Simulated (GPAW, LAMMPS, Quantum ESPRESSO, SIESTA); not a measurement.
# Codes compared on regrown after partial melting: C with 5 % Si on C sites, (111) (192 atoms)

Aim: run regrown after partial melting: C with 5 % Si on C sites, (111) (192 atoms) in several programs and set results and cost side by side. A plane-wave run serves as the reference.

Method: Kohn-Sham DFT, PBE, SSSP efficiency 1.3.0 pseudopotentials, plane waves, in Quantum ESPRESSO 7.5.

## Step 1: The structure

The cell holds 192 atoms: 182 C and 10 Si. Its edges and angles: a = 10.086 Å, b = 8.735 Å, c = 12.777 Å, α = 90.0°, β = 90.0°, γ = 90.0°. It derives from C (diamond C). A 2 x 1 x 2 block of diamond C (a = 3.566 Å), 5 % of C replaced at random by Si with its (111) planes normal to z; the lower 50 % held fixed, the rest melted at 8000 K for 10 ps and cooled to 500 K at 50 K/ps with the Tersoff potential (Tersoff, Phys. Rev. B 39, 5566 (1989)); then all atoms free for 10 ps at 500 K, the cell's length along z at zero stress. Regions: crystal, 96 atoms (94 C and 2 Si); remelted part, 96 atoms (88 C and 8 Si). The structure's axis is c.

## Step 2: The reference run

Contents of pw.in:

```
&control
  calculation = 'scf'
  pseudo_dir = './pseudo'
  outdir = './tmp'
  disk_io = 'none'
  tprnfor = .true.
  tstress = .true.
/
&system
  ibrav = 0
  nat = 192
  ntyp = 2
  ecutwfc = 45
  ecutrho = 360
  nosym = .true.
  occupations = 'smearing'
  smearing = 'fd'
  degauss = 0.003675
/
&electrons
  conv_thr = 9.6e-07
  electron_maxstep = 100
  mixing_beta = 0.2
  mixing_mode = 'local-TF'
  diagonalization = 'david'
/
ATOMIC_SPECIES
C 12.011 C.upf
Si 28.085 Si.upf
CELL_PARAMETERS angstrom
10.08617 0.00000 0.00000
0.00000 8.73488 0.00000
0.00000 0.00000 12.77719
ATOMIC_POSITIONS crystal
C 0.71818 0.98268 0.50504
C 0.72742 0.98634 0.62124
C 0.09770 0.90527 0.66371
C 0.09317 0.90436 0.78609
C 0.84708 0.90314 0.66322
C 0.84656 0.89966 0.78770
C 0.72308 0.15118 0.66170
C 0.72470 0.15710 0.78432
C 0.97158 0.47824 0.50039
C 0.97566 0.48344 0.62024
C 0.85011 0.40010 0.66715
C 0.84868 0.40037 0.78666
[... 176 atom lines left out ...]
C 0.59503 0.72894 0.98945
C 0.59198 0.72990 0.11393
Si 0.47059 0.97922 0.99170
C 0.58568 0.36961 0.28713
K_POINTS gamma
```

The run is started by

```sh
> OMP_NUM_THREADS=1 mpirun -np 4 pw.x -in pw.in > output.txt
```

Log:

```text
Program PWSCF
     gamma-point specific algorithms are used
     one sub-group per band group will be used
     scalapack distributed-memory algorithm (size of sub-group:  2*  2 procs)
     Parallelization info
     sticks:   dense  smooth     PW     G-vecs:    dense   smooth      PW
     Min        2252    1126    281               219068    77478    9678
     Max        2254    1128    282               219078    77486    9682
     Sum        9013    4507   1127               876289   309929   38721
     bravais-lattice index     =            0
     lattice parameter (alat)  =      19.0601  a.u.
     unit-cell volume          =    7596.5287 (a.u.)^3
     number of atoms/cell      =          192
     number of atomic types    =            2
     number of electrons       =       768.00
[... lines left out ...]
     scf convergence threshold =      9.6E-07
[... lines left out ...]
     number of k points=     1  Fermi-Dirac smearing, width (Ry)=  0.0037
[... lines left out ...]
     total energy              =   -3467.73518077 Ry
[... lines left out ...]
     total energy              =   -3462.82829663 Ry
[... lines left out ...]
     total energy              =   -3464.01611310 Ry
[... lines left out ...]
     total energy              =   -3464.00738676 Ry
[... lines left out ...]
     total energy              =   -3464.00738694 Ry
[... lines left out ...]
    -6.0710  -6.0340  -5.8933  -5.7232  -5.6461  -5.5542  -5.5210  -5.3277
    -5.2491  -5.1811  -5.1058  -5.0157  -4.9308  -4.7227  -4.6809  -4.5780
[...]
20.1057  20.1526  20.1975  20.2277  20.2789  20.3169  20.3526  20.4049
    20.4160  20.4314  20.4679  20.5100  20.5382  20.5642  20.5851  20.6357
    20.6533  20.6942  20.7315  20.7607  20.7681
     the Fermi energy is    14.5680 ev
!    total energy              =   -3464.00738657 Ry
     estimated scf accuracy    <       0.00000052 Ry
     smearing contrib. (-TS)   =      -0.00859676 Ry
     internal energy E=F+TS    =   -3463.99878981 Ry
     The total energy is F=E-TS. E is the sum of the following terms:
     one-electron contribution =     747.12707791 Ry
     hartree contribution      =     226.58088314 Ry
     xc contribution           =    -921.53508987 Ry
     ewald contribution        =   -2394.35002004 Ry
     one-center paw contrib.   =   -1121.82164095 Ry
     convergence has been achieved in  22 iterations
     Forces acting on atoms (cartesian axes, Ry/au):
     atom    1 type  1   force =     0.11137627   -0.05086059   -0.06379687
     atom    2 type  1   force =    -0.08015943   -0.06094698    0.02944014
     atom    3 type  1   force =     0.02744052   -0.06254129    0.02933014
[...]
atom  191 type  2   force =     0.03902041    0.14258404    0.03147265
     atom  192 type  1   force =    -0.00874472    0.01060771   -0.02434011
     Total force =     1.290676     Total SCF correction =     0.002483
     Computing stress (Cartesian axis) and pressure
          total   stress  (Ry/bohr**3)                   (kbar)     P=      276.59
   0.00289564  -0.00015231   0.00019628          425.96      -22.41       28.87
  -0.00015231   0.00230326   0.00020455          -22.41      338.82       30.09
   0.00019628   0.00020455   0.00044169           28.87       30.09       64.97
     Message from routine punch:
     Nothing written, as per user request (disk_io='none')
```

Wall time 5.5 min (4 MPI ranks of Arm Neoverse V2, shared host); peak memory 4.9 GiB; 22 min of CPU time.

Banners, paths, timers and routine set-up lines are dropped from the logs unmarked, and long logs keep their key lines alone; longer cuts are marked.

Numbers from this run:

```
r.m.s. force component : 1.383 eV/Å
longest force          : 5.783 eV/Å
pressure               : 27.66 GPa
```

## Step 3: What was run beside it

The programs:
- GPAW 26.7.0: PAW with atomic orbitals (LCAO), plane waves or a real-space grid of spacing h.
- Quantum ESPRESSO 7.5: plane waves; labels (QE) give functional, pseudopotential set and cutoffs of waves/density.
- SIESTA 5.4.2: numerical atomic orbitals, whose automatically made sets are far from complete, with PseudoDojo norm-conserving potentials that we converted to its format (checked against plane waves on the same files for H, C, O, Si, Ge and Ca alone); labels give functional, basis size, energy shift and mesh cutoff.

All use the same cell and atoms; the electronic-structure runs use the same k-mesh, and an electronic temperature of 580 K (0.05 eV) where levels are smeared.

Differences are against the plane-wave reference, forces as r.m.s. over components; share is that over the reference's r.m.s. force, slope the least-squares factor from reference forces to these. Total energies of different programs have different zeros and aren't compared.

```csv
run,"Δ force, r.m.s. (meV/Å)",share (%),slope,Δ pressure (GPa),cores,CPU time,memory (GiB)
reference,-,-,-,-,4,22 min,4.9
"GPAW PBE, LCAO dzp, h 0.2 Å",94.2,6.81,1.042,-,4,22 min,4.5
"GPAW PBE, LCAO dzp, h 0.2 Å, other mixer settings",95.2,6.88,1.042,-,4,31 min,4.4
"GPAW PBE, LCAO dzp, h 0.25 Å (coarse)",99.2,7.17,1.040,-,4,17 min,3.9
"GPAW PBE, LCAO szp(dzp), h 0.2 Å (coarse)",245,17.7,1.073,-,2,9.5 min,2.2
"GPAW PBE, grid h 0.18 Å",31.5,2.28,1.006,-,4,32 min,4.3
"QE PBE+D3(BJ), sssp-1.3.0-efficiency, 45/360 Ry",2.24,0.162,1.000,-5.79,4,22 min,5.0
"QE PBE, gbrv-1.5, 40/200 Ry",10.6,0.769,1.002,-0.903,4,15 min,2.5
"SIESTA BLYP, PBE potentials, DZP, shift 0.01 Ry, mesh 300 Ry",160,11.6,1.046,21.3,4,21 min,3.4
"SIESTA PBE, DZP, shift 0.01 Ry, mesh 300 Ry",132,9.56,1.053,6.97,4,19 min,3.4
"SIESTA PBE, DZP, shift 0.04 Ry, mesh 300 Ry (coarse)",79.1,5.72,1.034,-1.60,4,9.1 min,2.5
"SIESTA PBE, SZP, shift 0.01 Ry, mesh 300 Ry (coarse)",367,26.6,1.139,16.6,4,14 min,2.6
"SIESTA PBE, TZP, shift 0.01 Ry, mesh 300 Ry",113,8.16,1.038,5.31,4,35 min,4.5
```

Rows marked coarse were listed beforehand as settings not expected to be converged; some can still land near the reference.

CPU time is summed over cores on a shared host, where runs went side by side, so it is rough. Symmetry, cutoffs, thresholds, outputs and thread counts weren't matched or tuned between programs; memory under MPI is the largest rank's times the ranks.

Mean charges by element (e), by run and scheme:

```csv
run,scheme,C,Si
"SIESTA BLYP, PBE potentials, DZP, shift 0.01 Ry, mesh 300 Ry",Hirshfeld,-0.01,+0.22
"SIESTA PBE, DZP, shift 0.01 Ry, mesh 300 Ry",Hirshfeld,-0.01,+0.19
"SIESTA PBE, TZP, shift 0.01 Ry, mesh 300 Ry",Hirshfeld,-0.01,+0.19
```

Within one program, basis, potentials and functional, energies share a zero. Each run against its twin at the usual cutoff or grid and solver:

```csv
run,twin,Δ energy (meV/atom),"Δ force, r.m.s. (meV/Å)",CPU time over the twin's
"GPAW PBE, LCAO dzp, h 0.2 Å, other mixer settings","LCAO dzp, h 0.2 Å",1.0e-4,3.76,1.4
"GPAW PBE, LCAO dzp, h 0.25 Å","LCAO dzp, h 0.2 Å",151,35.2,0.80
```

## Step 4: What came out

```yaml
reference_r_m_s_force_component: 1.38 eV/Å
nearest_in_forces: QE PBE+D3(BJ), sssp-1.3.0-efficiency, 45/360 Ry, 0.16 %
farthest_in_forces: SIESTA PBE, SZP, shift 0.01 Ry, mesh 300 Ry (coarse), 27 %
cheapest_electronic_structure_run_beside_the_reference: SIESTA PBE, DZP, shift 0.04 Ry, mesh 300 Ry, 9.1 min of CPU time
```

PBE on plane waves or a grid with other potentials, cutoffs or grids, coarse settings apart, differs from the reference by 0.77 % (QE PBE, gbrv-1.5, 40/200 Ry) to 2.3 % (GPAW PBE, grid h 0.18 Å) of the r.m.s. force; this holds the reference's own error, so differences of a few per cent don't tell which side is nearer the exact PBE result. The PBE runs in local orbitals, coarse settings apart, differ by 6.8 % (GPAW PBE, LCAO dzp, h 0.2 Å) to 9.6 % (SIESTA PBE, DZP, shift 0.01 Ry, mesh 300 Ry); basis, grid and potentials can all enter. In the reference's own program, potentials and cutoffs, a change of model alone moves forces by 0.16 % (QE PBE+D3(BJ), sssp-1.3.0-efficiency, 45/360 Ry). Other rows with another functional or a dispersion term differ by 12 % (SIESTA BLYP, PBE potentials, DZP, shift 0.01 Ry, mesh 300 Ry), which mixes the change of model with differences of basis and potentials, some of them made for another functional. Runs with settings chosen to be coarse differ by 5.7 % (SIESTA PBE, DZP, shift 0.04 Ry, mesh 300 Ry) to 27 % (SIESTA PBE, SZP, shift 0.01 Ry, mesh 300 Ry), their programs' other errors included. Of the electronic-structure runs that take under half the reference's CPU time, SIESTA PBE, DZP, shift 0.04 Ry, mesh 300 Ry comes nearest, at 5.7 % in 9.1 min against 22 min; its pressure misses by -1.6 GPa. SIESTA PBE, SZP, shift 0.01 Ry, mesh 300 Ry stiffens the forces by a factor of 1.14 while following their directions (correlation 0.981); the slopes of the 5 SIESTA runs lie between 1.03 and 1.14. In pressure, SIESTA PBE, SZP, shift 0.01 Ry, mesh 300 Ry misses by +16.6 GPa, at the same functional. The mean charges agree among these rows within 0.03 e. In the reference: levels near the Fermi energy are neither full nor empty under the smearing, so no gap is quoted. The reference's pressure holds the uncorrected Pulay stress of its 45 Ry basis, so small pressure differences, and their order, may be the reference's own error. The network of bonds at the start is that of the classical potential that made the cell, and needn't be the one that DFT or experiment would give. The reference's stress is far from hydrostatic: its diagonal is 42.6, 33.9, 6.5 GPa, compression counted positive. The electronic-structure runs sample only Γ, in a cell whose shortest periodic width is 9 Å, which is coarse for a cell with partly filled levels.

[Also dropped from logs without a mark: logging warnings of Python, and SIESTA's first energy breakdown and zero terms.]

[Logs are printed without paths, hosts, clocks, repeated set-up lines and the standing remarks that a program may print on its own settings, such as how far it seeks lower states.]

[Hosts, paths, dates, database ids (printed as entryN), source tags and the programs' standing remarks are cut or masked in the printed files.]
